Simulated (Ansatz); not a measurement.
**Bi (R-3m, 2 atoms in the cell): zone-centre modes under pressure**

Aim: how do the optical modes of Bi (R-3m, 2 atoms in the cell) move with volume?

Main program and level: Ansatz 0.2.0; DFT LDA, scalar-relativistic, plane waves, PAW; PAW set soft_1.

The experiments to compare with:

“The Crystalline Structure of Thin Bismuth Layers Grown on Silicon (111) Substrates” (2022, pmc:9323643) quotes from earlier work for Bi, rhombohedral (rhombohedral powder, earlier literature): Raman mode (Eg) 69 cm⁻¹ [literature value for powder, quoted for comparison]; Raman mode (A1g) 94.5 cm⁻¹ [literature value for powder, quoted for comparison; the paper's table prints 94].

The database entry behind the starting cell lists a temperature near 78 K, so it need not match the best structure at ambient conditions.

**1. The structure**

It takes space group R-3m (No. 166, trigonal). The conventional cell has a = 4.535 Å, b = 4.535 Å, c = 11.814 Å, α = 90.00°, β = 90.00°, γ = 120.00°. Nearest to Bi lie 3 Bi at 3.06 Å.

Coordinates:

```cif
data_structure
_symmetry_space_group_name_H-M 'R-3m:H'
_symmetry_Int_Tables_number 166
_cell_length_a 4.5350
_cell_length_b 4.5350
_cell_length_c 11.8140
_cell_angle_alpha 90.000
_cell_angle_beta 90.000
_cell_angle_gamma 120.000
_cell_volume 210.42
loop_
_atom_site_label
_atom_site_type_symbol
_atom_site_symmetry_multiplicity
_atom_site_Wyckoff_symbol
_atom_site_fract_x
_atom_site_fract_y
_atom_site_fract_z
_atom_site_occupancy
Bi1 Bi 6 c 0.33333 0.66667 0.90067 1
```

**2. Relaxation**

The cell and atoms are relaxed, since residual forces and stress would shift the frequencies.

input.yaml

```yaml
crystal:
  lattice:
    - [2.2675, 1.3091417354, 3.938]
    - [-2.2675, 1.3091417354, 3.938]
    - [0.0, -2.6182834708, 3.938]
  atoms:
    - { symbol: Bi, position: [0.234, 0.234, 0.234] }
    - { symbol: Bi, position: [0.766, 0.766, 0.766] }
kpoints:
  mp_grid: { grid: [12, 12, 12] }
hamiltonian:
  xc: lda
  pseudopotentials: { kind: paw, azcp: { folder: soft_1 }, xc_functional: pbe }
scf:
  occupations: { method: gaussian, width: 0.1 }
output:
  forces: true
  stress: true
  eigenvalues: true
relax:
  adjacent_minimum: "off"
  f_tol: 0.005
  max_steps: 80
  cell: { stress_tol: 0.05 }
```

Run with:

```bash
> ansatz run input.yaml --threads 4 --pin off --max-ram 10240MiB --backend cpu --events-out ev --progress --plain --runs-dir out
```

Numbers of over 12 decimals in the logs are rounded to 6 here.

The log of the run:

```text
Engine: ansatz 0.2.0, aarch64-unknown-linux-gnu
Pseudopotentials: kind: paw
Pseudopotential: Bi, paw, valence charge 15, recommended cutoff 420 eV (normal), soft_1/Bi.paw.azcp
Functional definition: SPW92
  exchange = slater_x
  correlation = pw_c
Crystal: 2 atoms, lattice volume = 70.139 Å³
Basis set: ecut = 420 eV, 1369 PW (Γ)
Bands: 19, of which v1, the nominal top of the filled ones, is band 15 counted from 1 (14 counted from 0)
Symmetry: 12 space group operations
Space group: R-3m (ITA 166), of the structure as read, at distance tolerance 4.1e-5 Å
k-points: 189 of 1728
Non-local potential: Bi, projectors of the file, l = 0: 2, l = 1: 2, l = 2: 2, l = 3: 1
PAW form: soft (Blöchl's): semilocal exchange-correlation on the pseudo side does not see the compensation charge
PAW frozen core: Bi, regenerated for the run's functional, and the local potential with it (the file was generated under x = pbe(κ = 0.804, μ = 0.219515), c = pbe(β = 0.066725))
PAW one-centre angular grid: Bi, 590 points (default); XC on 64 Gauss nodes
Initial density: superposition of atomic densities (chi_scale 0.1, normalization cell)
Initial wavefunctions: pseudopotential atomic-orbital guess
Functional: x = slater, c = lda
SCF iter   1: F=—  HF=-24175.695018 eV  |F-HF|=—  |Δ(HF+E_count)|=         —  Δρ=1.18e-2  dr2=8.37e-2  ethr=3.10e-3  ⟨swp⟩=6.0  Hψ=18132  notcnv=0
preconditioner: auto → Kerker (q_TF=auto, 2.368 Å⁻¹)  [metal: Δε(μ)=0.035 eV  Ē_g=20.176 eV  σ=0.100 eV  W_gap=0.19  n_scr=14 (ndim 8)  ℏωp=24.3 eV  f_vac=0.000  D(μ)=0.21/eV (n_scr^D=0)]
SCF iter   2: F=—  HF=-24175.677918 eV  |F-HF|=—  |Δ(HF+E_count)|=   1.71e-2  Δρ=7.37e-3  dr2=3.57e-2  ethr=2.79e-4  ⟨swp⟩=1.0  Hψ=5103  notcnv=0
SCF iter   3: F=—  HF=-24175.669883 eV  |F-HF|=—  |Δ(HF+E_count)|=   8.04e-3  Δρ=1.02e-3  dr2=1.28e-3  ethr=1.19e-4  ⟨swp⟩=2.1  Hψ=6439  notcnv=0
SCF iter   4: F=—  HF=-24175.669687 eV  |F-HF|=—  |Δ(HF+E_count)|=   1.97e-4  Δρ=3.48e-4  dr2=1.39e-4  ethr=4.27e-6  ⟨swp⟩=3.0  Hψ=6439  notcnv=0
SCF iter   5: F=—  HF=-24175.669681 eV  |F-HF|=—  |Δ(HF+E_count)|=   5.82e-6  Δρ=1.57e-4  dr2=2.26e-5  ethr=4.62e-7  ⟨swp⟩=2.0  Hψ=6294  notcnv=0
SCF iter   6: F=—  HF=-24175.669673 eV  |F-HF|=—  |Δ(HF+E_count)|=   8.09e-6  Δρ=2.37e-5  dr2=5.55e-7  ethr=7.54e-8  ⟨swp⟩=2.0  Hψ=6428  notcnv=0
SCF iter   7: F=-24175.669673 eV  HF=-24175.669673 eV  |F-HF|=9.72e-9  |Δ(HF+E_count)|=   4.61e-8  Δρ=5.58e-6  dr2=3.66e-8  ethr=3.33e-10  ⟨swp⟩=6.0  Hψ=17236  notcnv=0
SCF 1 converged in 7 iterations: F = -24175.669673 eV  dr2 = 3.66e-8
  greatest PAW one-centre occupation: 0.988 electrons in one spin orbital (limit 2), on the Bi atom at site 1 (counted from 0), in its partial waves of l = 2
relax step   1: F+E_penalty+E_count = -24175.66967278 eV  Δ(F+E_penalty+E_count) = +0.000e0 eV  max|allowed force component| = 7.326e-2 eV/Å  Δτ_max = 0.0000 Å  P = -1.450 GPa  Ω = 70.139 Å³  (7 SCF iters, dr2 threshold 1.00e-7 eV, accepted)
Crystal: 2 atoms, lattice volume = 66.830 Å³
Basis set: ecut = 420 eV, 1309 PW (Γ)
Initial density: handed on by an earlier stage of this run
Initial wavefunctions: those handed on with the density
iter 1 solved again at ethr=1.69e-6 eV; its pass at ethr=3.10e-3 eV (dr2=5.06e-4 eV) is discarded
SCF iter   1: F=—  HF=-24175.683081 eV  |F-HF|=—  |Δ(HF+E_count)|=         —  Δρ=1.02e-3  dr2=5.18e-4  ethr=1.69e-6  ⟨swp⟩=2.4  Hψ=24821  notcnv=0
preconditioner: auto → Kerker (q_TF=auto, 2.387 Å⁻¹)  [metal: Δε(μ)=0.063 eV  Ē_g=20.430 eV  σ=0.100 eV  W_gap=0.33  n_scr=14 (ndim 8)  ℏωp=24.9 eV  f_vac=0.000  D(μ)=0.25/eV (n_scr^D=0)]
SCF iter   2: F=—  HF=-24175.683024 eV  |F-HF|=—  |Δ(HF+E_count)|=   5.69e-5  Δρ=6.03e-4  dr2=2.15e-4  ethr=1.69e-6  ⟨swp⟩=1.0  Hψ=3591  notcnv=0
SCF iter   3: F=—  HF=-24175.683009 eV  |F-HF|=—  |Δ(HF+E_count)|=   1.46e-5  Δρ=1.42e-4  dr2=2.35e-5  ethr=7.15e-7  ⟨swp⟩=1.0  Hψ=3591  notcnv=0
SCF iter   4: F=—  HF=-24175.683011 eV  |F-HF|=—  |Δ(HF+E_count)|=   1.76e-6  Δρ=4.58e-5  dr2=2.06e-6  ethr=7.84e-8  ⟨swp⟩=1.0  Hψ=3591  notcnv=0
SCF iter   5: F=-24175.683011 eV  HF=-24175.683011 eV  |F-HF|=1.48e-8  |Δ(HF+E_count)|=   6.11e-8  Δρ=1.14e-5  dr2=7.38e-8  ethr=6.67e-10  ⟨swp⟩=3.0  Hψ=14561  notcnv=0
SCF 2 converged in 5 iterations: F = -24175.683011 eV  dr2 = 7.38e-8
relax step   2: F+E_penalty+E_count = -24175.68301072 eV  Δ(F+E_penalty+E_count) = -1.334e-2 eV  max|allowed force component| = 1.056e-1 eV/Å  Δτ_max = 0.0212 Å  P = +0.604 GPa  Ω = 66.830 Å³  energy of the carried Pulay correction = +2.472e-4 eV  (5 SCF iters, dr2 threshold 2.00e-7 eV, accepted)
Crystal: 2 atoms, lattice volume = 67.351 Å³
iter 1 solved again at ethr=3.10e-7 eV; its pass at ethr=3.10e-3 eV (dr2=9.29e-5 eV) is discarded
SCF iter   1: F=—  HF=-24175.686020 eV  |F-HF|=—  |Δ(HF+E_count)|=         —  Δρ=3.81e-4  dr2=9.43e-5  ethr=3.10e-7  ⟨swp⟩=3.5  Hψ=24460  notcnv=0
preconditioner: auto → Kerker (q_TF=auto, 2.384 Å⁻¹)  [metal: Δε(μ)=0.074 eV  Ē_g=20.398 eV  σ=0.100 eV  W_gap=0.38  n_scr=14 (ndim 8)  ℏωp=24.8 eV  f_vac=0.001  D(μ)=0.25/eV (n_scr^D=0)]
SCF iter   2: F=—  HF=-24175.686009 eV  |F-HF|=—  |Δ(HF+E_count)|=   1.09e-5  Δρ=2.38e-4  dr2=4.38e-5  ethr=3.10e-7  ⟨swp⟩=1.0  Hψ=3591  notcnv=0
SCF iter   3: F=—  HF=-24175.685998 eV  |F-HF|=—  |Δ(HF+E_count)|=   1.05e-5  Δρ=4.12e-5  dr2=2.27e-6  ethr=1.46e-7  ⟨swp⟩=2.5  Hψ=4836  notcnv=0
SCF iter   4: F=-24175.685998 eV  HF=-24175.685998 eV  |F-HF|=2.07e-8  |Δ(HF+E_count)|=   3.43e-7  Δρ=1.21e-5  dr2=1.18e-7  ethr=6.67e-10  ⟨swp⟩=3.1  Hψ=14595  notcnv=0
SCF 3 converged in 4 iterations: F = -24175.685998 eV  dr2 = 1.18e-7
relax step   3: F+E_penalty+E_count = -24175.68599789 eV  Δ(F+E_penalty+E_count) = -2.987e-3 eV  max|allowed force component| = 2.409e-2 eV/Å  Δτ_max = 0.0074 Å  P = -0.008 GPa  Ω = 67.351 Å³  energy of the carried Pulay correction = +2.075e-4 eV  (4 SCF iters, dr2 threshold 2.00e-7 eV, accepted)
[...]
relax step   4: F+E_penalty+E_count = -24175.68719833 eV  Δ(F+E_penalty+E_count) = -1.200e-3 eV  max|allowed force component| = 1.130e-2 eV/Å  Δτ_max = 0.0115 Å  P = +0.042 GPa  Ω = 66.942 Å³  energy of the carried Pulay correction = +2.386e-4 eV  (4 SCF iters, dr2 threshold 2.00e-7 eV, accepted)
[...]
relax step   5: F+E_penalty+E_count = -24175.68722828 eV  Δ(F+E_penalty+E_count) = -2.995e-5 eV  max|allowed force component| = 4.308e-3 eV/Å  Δτ_max = 0.0028 Å  P = +0.010 GPa  Ω = 67.041 Å³  energy of the carried Pulay correction = +2.311e-4 eV  (4 SCF iters, dr2 threshold 8.05e-9 eV, accepted)
Initial wavefunctions: pseudopotential atomic-orbital guess (no wavefunctions were taken with the density)
iter 1 solved again at ethr=1.99e-7 eV; its pass at ethr=3.10e-3 eV (dr2=5.96e-5 eV) is discarded
SCF iter   1: F=—  HF=-24175.687005 eV  |F-HF|=—  |Δ(HF+E_count)|=         —  Δρ=3.15e-5  dr2=1.21e-7  ethr=1.99e-7  ⟨swp⟩=3.8  Hψ=29547  notcnv=0
preconditioner: auto → Kerker (q_TF=auto, 2.386 Å⁻¹)  [metal: Δε(μ)=0.093 eV  Ē_g=20.414 eV  σ=0.100 eV  W_gap=0.42  n_scr=14 (ndim 8)  ℏωp=24.8 eV  f_vac=0.000  D(μ)=0.23/eV (n_scr^D=0)]
SCF iter   2: F=—  HF=-24175.687005 eV  |F-HF|=—  |Δ(HF+E_count)|=   1.92e-7  Δρ=1.65e-5  dr2=3.34e-8  ethr=4.05e-10  ⟨swp⟩=2.4  Hψ=6320  notcnv=0
SCF iter   3: F=—  HF=-24175.687005 eV  |F-HF|=—  |Δ(HF+E_count)|=   1.12e-8  Δρ=2.24e-6  dr2=1.63e-9  ethr=1.11e-10  ⟨swp⟩=2.2  Hψ=6389  notcnv=0
SCF iter   4: F=—  HF=-24175.687005 eV  |F-HF|=—  |Δ(HF+E_count)|=  1.96e-10  Δρ=3.65e-7  dr2=2.13e-10  ethr=5.42e-12  ⟨swp⟩=1.8  Hψ=4312  notcnv=0
SCF iter   5: F=—  HF=-24175.687005 eV  |F-HF|=—  |Δ(HF+E_count)|=  1.46e-11  Δρ=1.17e-7  dr2=2.13e-11  ethr=1.00e-12  ⟨swp⟩=2.3  Hψ=4563  notcnv=0
SCF iter   6: F=-24175.687005 eV  HF=-24175.687005 eV  |F-HF|=7.28e-12  |Δ(HF+E_count)|=  1.82e-11  Δρ=2.87e-8  dr2=1.06e-12  ethr=1.00e-12  ⟨swp⟩=5.1  Hψ=13827  notcnv=0
SCF 6 converged in 6 iterations: F = -24175.687005 eV  dr2 = 1.06e-12
relax step   6: F+E_penalty+E_count = -24175.68700465 eV  Δ(F+E_penalty+E_count) = +2.236e-4 eV  max|allowed force component| = 4.304e-3 eV/Å  Δτ_max = 0.0000 Å  P = +0.009 GPa  Ω = 67.041 Å³  stress off target by 1.83e-2 GPa  SCF on the basis re-selected at this cell (its energy is not comparable with the rows above)  (6 SCF iters)
basis re-selected at this cell: Δ(F+E_penalty+E_count) = +2.236e-4 eV, ΔP = -0.001 GPa vs the last step (what re-selecting the basis moved, of the pressure what is left beyond the Pulay correction that the steps carried, after the strain that the cell walked since its last selection, with what the two solves' SCF thresholds leave and, on support functions, any second-order correction that the steps lacked; it is no m [...]
SCF converged after 6 iterations
Free energy (F): -24175.687005 eV
Harris-Foulkes:  -24175.687005 eV  (|F-HF|=7.28e-12)
Internal energy: -24175.685846 eV  (E = F + TS)
E sigma→0 (E₀):  -24175.686426 eV
Entropy (-TS):   -0.001158 eV (-0.579 meV/atom)
Fermi energy:    10.115265 eV
--- Per-component energies (eV) ---
  E_band       = -205.747095
  E_kinetic    = 511.275897
  E_local      = -2644.265243  (includes V_loc(G=0)·N_el)
  E_nonlocal   = 825.191962
  E_hartree    = 980.961144
  E_xc         = -301.835956
  E_vxc        = -263.600785  (∫ρ·V_xc dr)
  E_paw        = -20705.236703  (= ΣΔE_a)
  E_vpaw       = -596.271633  (= ΣTr[D̂ρ^β])
  E_aug_tail   = 0.000447  (compensation charges beyond the density's cutoff)
  E_ewald      = -2841.767753
  E_core_change = -0.009642  (= ΣΔE_core)
  E_smearing   = -0.001158  (= −TS)
  E_closure    = 0.000000  (closes the sum)
  Σ components = -24175.687005   (vs F -24175.687005, Δ=0.00e0)
--- Forces (eV/Å), atoms counted from 1 ---
  atom   1  Bi     0.00000000    -0.00000000     0.00430440
  atom   2  Bi    -0.00000000     0.00000000    -0.00430440
  max |Σ_I F_I| component: 9.25e-18 eV/Å
--- Stress (GPa, compression-positive) ---
        0.004583       0.000000      -0.000000
        0.000000       0.004583       0.000000
       -0.000000       0.000000       0.018279
  P = ⅓ Tr σ = 0.0091 GPa (0.091 kbar)
--- Band table (eV; the first three rows and the last of 189) ---
  k-point 0: bands = [... 11 lower, 2.7094, 8.5820, 8.8110, 8.8110, 12.9120, 13.2098, 13.2098, 15.6943]
  k-point 1: bands = [... 11 lower, 2.5350, 8.6168, 8.8159, 8.8366, 12.7430, 12.8690, 13.0111, 15.3716]
  k-point 2: bands = [... 11 lower, 2.0594, 8.6856, 8.8361, 8.9242, 12.0662, 12.3998, 12.5218, 15.1414]
  k-point 188: bands = [... 11 lower, -0.1875, 9.2697, 9.5639, 9.5639, 10.5903, 10.5903, 10.6803, 17.5032]
--- Relaxed structure (5 steps of the walk, 5 accepted, 1 SCFs on fresh bases) ---
  F+E_penalty+E_count = -24175.68700465 eV   max|allowed force component| = 4.304e-3 eV/Å   (the final SCF, on the basis selected at the relaxed cell)
  cell:  # Å, volume = 67.0405 Å³
    - [2.247220, 1.297433, 3.832268]
    - [-2.247220, 1.297433, 3.832268]
    - [0, -2.594866, 3.832268]
  atoms:
    - { symbol: Bi, position: [0.237155, 0.237155, 0.237155] }
    - { symbol: Bi, position: [0.762845, 0.762845, 0.762845] }
```

The job ended after 15 s (4 threads of Arm Neoverse V2, shared host; peak memory 0.5 GiB).

Relaxation path:

| step | energy less that of the first step (eV) | largest force component (eV/Å) | pressure (GPa) | volume (Å³) |
| --- | --- | --- | --- | --- |
| 1 | 0.0000 | 0.0733 | -1.45 | 70.14 |
| 2 | -0.0133 | 0.1056 | 0.60 | 66.83 |
| 3 | -0.0163 | 0.0241 | -0.01 | 67.35 |
| 4 | -0.0175 | 0.0113 | 0.04 | 66.94 |
| 5 | -0.0176 | 0.0043 | 0.01 | 67.04 |
| 6* | -0.0173 | 0.0043 | 0.01 | 67.04 |

Relaxation steps marked * repeat the geometry before them on a plane-wave basis chosen anew for their cell, so energy and pressure can jump there.

The run keeps the 12 symmetry operations that it works with, so distortions that break them were not tested.

| conventional cell, symmetrised | before | after | change |
| --- | --- | --- | --- |
| a (Å) | 4.535 | 4.494 | -0.9 % |
| b (Å) | 4.535 | 4.494 | -0.9 % |
| c (Å) | 11.814 | 11.497 | -2.7 % |
| volume (Å³/atom) | 35.07 | 33.52 | -4.4 % |

The atoms that moved most (Å, as changes of fractional coordinates times the final cell):

| atom | dx | dy | dz | length |
| --- | --- | --- | --- | --- |
| Bi1 | 0.000 | 0.000 | 0.036 | 0.036 |
| Bi2 | 0.000 | 0.000 | -0.036 | 0.036 |

The relaxed structure:

```xyz
2
Lattice="2.2472 1.2974 3.8323 -2.2472 1.2974 3.8323 0.0000 -2.5949 3.8323" Properties=species:S:1:pos:R:3 pbc="T T T"
Bi    0.0000    0.0000    2.7265
Bi    0.0000    0.0000    8.7703
```

This step gave:

| Property | Result |
| --- | --- |
| pressure | 0.009149 GPa |
| volume per atom | 33.52 Å³ |
| gap on the k-mesh | 0 eV |

In this step the volume went from 35.07 to 33.52 Å³/atom.

**3. Tight relaxation**

Phonons need small forces and stress, so the relaxation is finished with tight tolerances on 12×12×12 k points.

input.yaml, the sections that differ from step 2:

```yaml
crystal:
  lattice:
    - [2.2472197479, 1.2974329264, 3.8322675127]
    - [-2.2472197479, 1.2974329264, 3.8322675127]
    - [0.0, -2.5948658527, 3.8322675127]
  atoms:
    - { symbol: Bi, position: [0.2371546, 0.2371546, 0.2371546] }
    - { symbol: Bi, position: [0.7628454, 0.7628454, 0.7628454] }
scf:
  occupations: { method: methfessel_paxton, width: 0.2 }
relax:
  adjacent_minimum: "off"
  f_tol: 0.001
  max_steps: 60
  cell: { stress_tol: 0.01 }
# kpoints, hamiltonian, output: as in step 2
```

The log of the run:

```text
[...]
Crystal: 2 atoms, lattice volume = 67.041 Å³
Basis set: ecut = 420 eV, 1291 PW (Γ)
Bands: 19, of which v1, the nominal top of the filled ones, is band 15 counted from 1 (14 counted from 0)
Symmetry: 12 space group operations
[...]
k-points: 189 of 1728
[...]
k-point 188: bands = [... 11 lower, -0.1895, 9.2714, 9.5648, 9.5648, 10.5909, 10.5909, 10.6806, 17.5001]
--- Relaxed structure (4 steps of the walk, 4 accepted, 1 SCFs on fresh bases) ---
[...]
cell:  # Å, volume = 67.0458 Å³
    - [2.246929, 1.297265, 3.833557]
    - [-2.246929, 1.297265, 3.833557]
    - [0, -2.594530, 3.833557]
  atoms:
    - { symbol: Bi, position: [0.237162, 0.237162, 0.237162] }
    - { symbol: Bi, position: [0.762838, 0.762838, 0.762838] }
[key lines of the parts left out:]
SCF converged after 4 iterations
Free energy (F): -24175.686074 eV
Fermi energy:    10.113420 eV
P = ⅓ Tr σ = 0.0015 GPa (0.015 kbar)
```

Wall time 12 s (4 threads); peak memory 0.49 GiB; 47 s of CPU time.

Little changed from the start: no atom moved by 0.005 Å and no cell edge by 0.1 %.

Numbers from this step:

- pressure: 0.001474 GPa

The largest force component left is 0.17 meV/Å and the pressure is 0.001 GPa, within the tolerances set. The cell now holds 33.52 Å³/atom.

**4. Zone-centre response at rest**

Phonons follow from the second derivative of the energy, found here by linear response.

The modes at rest are the reference of the series.

input.yaml, the sections that differ from step 3:

```yaml
crystal:
  lattice:
    - [2.2469292075, 1.2972651828, 3.8335573853]
    - [-2.2469292075, 1.2972651828, 3.8335573853]
    - [0.0, -2.5945303656, 3.8335573853]
  atoms:
    - { symbol: Bi, position: [0.2371620086, 0.2371620086, 0.2371620086] }
    - { symbol: Bi, position: [0.7628379914, 0.7628379914, 0.7628379914] }
output:
  eigenvalues: true
phonons:
  method: dfpt
# kpoints, hamiltonian, scf: as in step 3
# relax: removed
```

The log of the run:

```text
[...]
Crystal: 2 atoms, lattice volume = 67.046 Å³
Basis set: ecut = 420 eV, 1291 PW (Γ), exchange–correlation on 64×64×64 points (8 copies of the dense FFT grid, shifted against one another)
Bands: 19, of which v1, the nominal top of the filled ones, is band 15 counted from 1 (14 counted from 0)
Symmetry: 12 space group operations
k-points: 476 of 1728 (irreducible under 2 space group operations, time reversal used)
[...]
SCF iter   1: F=—  HF=-24175.709801 eV  |F-HF|=—  |Δ(HF+E_count)|=         —  Δρ=1.16e-2  dr2=7.78e-2  ethr=3.10e-3  ⟨swp⟩=5.5  Hψ=43557  notcnv=0
[...]
SCF iter  10: F=-24175.686074 eV  HF=-24175.686074 eV  |F-HF|=3.64e-12  |Δ(HF+E_count)|=  2.55e-11  S|Δr|=    0.00e0  Δρ=7.16e-8  dr2=6.36e-12  ethr=1.00e-12  ⟨swp⟩=5.6  Hψ=39287  notcnv=0
SCF 1 converged in 10 iterations: F = -24175.686074 eV  dr2 = 6.36e-12
[...]
DFPT response loops at Γ: preconditioner auto → Kerker (q_TF=auto, 2.386 Å⁻¹) (partly filled bands, converged f_vac=0.000); β = 1.00, the filter's whole step (`scf.mixing.beta` (0.50) is not read by the response loops under this deck's `scf.mixing.preconditioner`; to damp them name `kerker` or `kerker_dos`, under which they read `scf.mixing.beta`, and type it under 1.00, their step now; both keys bind the ground state too); Broyden in place of MSR1
SCF converged after 10 iterations
[...]
Free energy (F): -24175.686074 eV
[...]
Internal energy: -24175.687662 eV  (E = F + TS)
E sigma→0 (E₀):  -24175.686471 eV
Entropy (-TS):   0.001587 eV (0.794 meV/atom)
Fermi energy:    10.113420 eV
[...]
--- Band table (eV; the first three rows and the last of 476) ---
  k-point 0: bands = [... 11 lower, 2.7075, 8.5774, 8.8117, 8.8117, 12.9115, 13.2081, 13.2081, 15.6905]
  k-point 1: bands = [... 11 lower, 2.5333, 8.6125, 8.8166, 8.8369, 12.7424, 12.8672, 13.0094, 15.3711]
  k-point 2: bands = [... 11 lower, 2.0580, 8.6820, 8.8366, 8.9232, 12.0644, 12.3990, 12.5201, 15.1407]
  k-point 475: bands = [... 11 lower, -0.1895, 9.2714, 9.5648, 9.5648, 10.5909, 10.5909, 10.6806, 17.5001]
--- Phonons (Γ-DFPT): 2 representative perturbations + reference, on 476 of 1728 k-points (Σ response iterations 4) ---
  k mesh reduced under 2 symmetry operations, with k and −k counted as one. Each operation leaves every solved perturbation unchanged. A smaller set is not used because it would not reduce the number of displacements times k-points to solve
  ASR residual: 2.536e-4 → 0.000e0 eV/Å²; symmetrization residual: 2.946e-5 eV/Å²
  ASR residual per site (eV/Å²): 2.54e-4 2.54e-4
  Γ frequencies (cm⁻¹): 0.00 0.00 0.00 64.24 64.24 99.58
  non-analytic LO–TO correction: not included (Born effective charges unavailable; polar crystals: no LO–TO splitting at Γ)
```

Elapsed: 31 s, on 4 threads; peak memory 1.7 GiB; 1.9 min of CPU time.

Numbers from this step:

| Property | Result |
| --- | --- |
| sum-rule residual before enforcement | 2.54e-4 eV/Å² |
| point group | -3m |
| highest optical mode at the zone centre (no LO-TO term) | 99.58 cm⁻¹ |
| lowest optical zone-centre mode | 64.24 cm⁻¹ |

Patterns of degenerate modes are one choice out of their space. Modes at Γ:

| mode | frequency (cm⁻¹) | symmetry |
| --- | --- | --- |
| 1 | 0.0 | acoustic |
| 2 | 0.0 | acoustic |
| 3 | 0.0 | acoustic |
| 4 | 64.2 | Eg |
| 5 | 64.2 | Eg |
| 6 | 99.6 | A1g |

Displacements in mode 5 (64.2 cm⁻¹), the largest set to 1:
```
Bi1  0.00  1.00  0.00
Bi2  0.00 -1.00  0.00
```

Displacements in mode 6 (99.6 cm⁻¹), the largest set to 1:
```
Bi1  0.00  0.00  1.00
Bi2  0.00  0.00 -1.00
```

Before it was imposed, the acoustic sum rule was missed by 2.5e-4 eV/Å². Small misses are needed for a sound result but don't prove that mesh and cutoff are converged. The lowest optical mode is real, 64.2 cm⁻¹.

(Part 1 of 2 ends here.)

[Logs are printed without paths, hosts, clocks, repeated set-up lines and the standing remarks that a program may print on its own settings, such as how far it seeks lower states.]

[Hosts, paths, dates, database ids (printed as entryN), source tags and the programs' standing remarks are cut or masked in the printed files.]
